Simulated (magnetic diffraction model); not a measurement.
# La2ScFeO5: what an assumed order does to the neutron pattern

Space group Ima2 (no. 46), a = 16.2390 Å, b = 5.7330 Å, c = 5.7140 Å.

| site | atom | x | y | z |
| --- | --- | --- | --- | --- |
| 8c | La | 0.8744 | 0.4954 | 0.0035 |
| 4a | Fe | 0 | 1/2 | 0.5110 |
| 4b | Sc | 3/4 | 0.0024 | 0.0260 |
| 4b | O | 3/4 | 0.7787 | 0.3062 |
| 8c | O | 0.8763 | 0.4020 | 0.5358 |
| 8c | O | 0.5303 | 0.7623 | 0.7476 |

The compound is invented for this exercise: a known structure type with other elements, its cell scaled to their sizes and not relaxed.

Only Fe is taken to order (form factors of Fe2+); orders and moment sizes are assumed, and not adapted to the symmetry. Radiation: neutrons of λ = 1.909 Å, 8° to 45°; isotropic B of 0.6 Å² (La), 0.68 Å² (Fe), 0.61 Å² (Sc) and 0.95 Å² (O). The intensities are simulated: I ∝ L Σ (|F_N|² + |F_M⊥|²) for unpolarised neutrons, with F_M = 2.695 fm/μB × Σ f(s) S exp(2πi Q·r) exp(−B s²) at Q = H ± k (one set where k and −k are equivalent), only the part normal to Q counting and L = 1/(sin²θ cos θ). For collinear order S is the moment m, which repeats by lattice and centring translations R with the sign exp(−2πi k·R). Form factors are spin-only for 3d ions and dipole or tabulated for f ions, scattering lengths are Sears's of 1992, and absorption is left out. A label names one of the reflections at its angle. The strongest nuclear line in the range is 100, and lines under 0.2 are left out.

Assume the order k = (1/2 1/2 0), collinear moments along [001], 3.26 μB on Fe; signs + at (0, 1/2, 0.5110), − at (0, 0, 0.0110).

Predict the pattern, nuclear and magnetic parts apart.

| 2θ (°) | index | nuclear | magnetic |
| --- | --- | --- | --- |
| 10.13 | (1/2 1/2 0) | 0.0 | 15.8 |
| 13.50 | (2 0 0) | 1.2 | 0.0 |
| 13.93 | (3/2 -1/2 0) | 0.0 | 8.1 |
| 19.45 | (5/2 1/2 0) | 0.0 | 3.9 |
| 20.34 | (1 1 0) | 1.5 | 0.0 |
| 21.78 | (1/2 -1/2 1) | 0.0 | 1.3 |
| 23.82 | (3/2 1/2 1) | 0.0 | 1.7 |
| 25.64 | (7/2 -1/2 0) | 0.0 | 2.0 |
| 27.20 | (4 0 0) | 3.7 | 0.0 |
| 27.28 | (0 1 1) | 25.8 | 0.0 |
| 27.48 | (5/2 -1/2 1) | 0.0 | 1.7 |
| 28.07 | (3 1 0) | 2.2 | 0.0 |
| 29.13 | (1/2 -3/2 0) | 0.0 | 1.5 |
| 30.56 | (2 1 1) | 2.7 | 0.0 |
| 30.71 | (3/2 3/2 0) | 0.0 | 1.3 |
| 32.20 | (9/2 1/2 0) | 0.0 | 1.1 |
| 32.25 | (7/2 1/2 1) | 0.0 | 1.4 |
| 33.69 | (5/2 -3/2 0) | 0.0 | 1.0 |
| 35.14 | (1/2 3/2 1) | 0.0 | 1.2 |
| 36.49 | (3/2 -3/2 1) | 0.0 | 1.1 |
| 37.76 | (7/2 3/2 0) | 0.0 | 0.7 |
| 37.78 | (9/2 -1/2 1) | 0.0 | 1.1 |
| 38.90 | (0 2 0) | 19.6 | 0.0 |
| 38.90 | (4 1 1) | 100.0 | 0.0 |
| 39.00 | (11/2 -1/2 0) | 0.0 | 0.7 |
| 39.03 | (0 0 2) | 32.9 | 0.0 |
| 39.08 | (5/2 3/2 1) | 0.0 | 1.0 |
| 39.48 | (5 1 0) | 23.0 | 0.0 |
| 41.30 | (6 0 0) | 0.4 | 0.0 |
| 41.36 | (2 2 0) | 3.6 | 0.0 |
| 41.48 | (2 0 2) | 4.1 | 0.0 |
| 42.66 | (9/2 -3/2 0) | 0.0 | 0.5 |
| 42.71 | (7/2 -3/2 1) | 0.0 | 0.8 |
| 43.84 | (11/2 1/2 1) | 0.0 | 0.7 |
| 44.31 | (1 2 1) | 5.8 | 0.0 |
| 44.41 | (1 1 2) | 15.0 | 0.0 |

The strongest magnetic line in the range is (1/2 1/2 0) at 10.13° (15.8). On top of the Lorentz factor, which all lines share, magnetic lines fade with angle because f falls: for Fe2+ it is 0.90, 0.68, 0.45 and 0.15 at sin θ/λ = 0.1, 0.2, 0.3 and 0.5 Å⁻¹, while nuclear lengths stay constant. The order has no net moment.
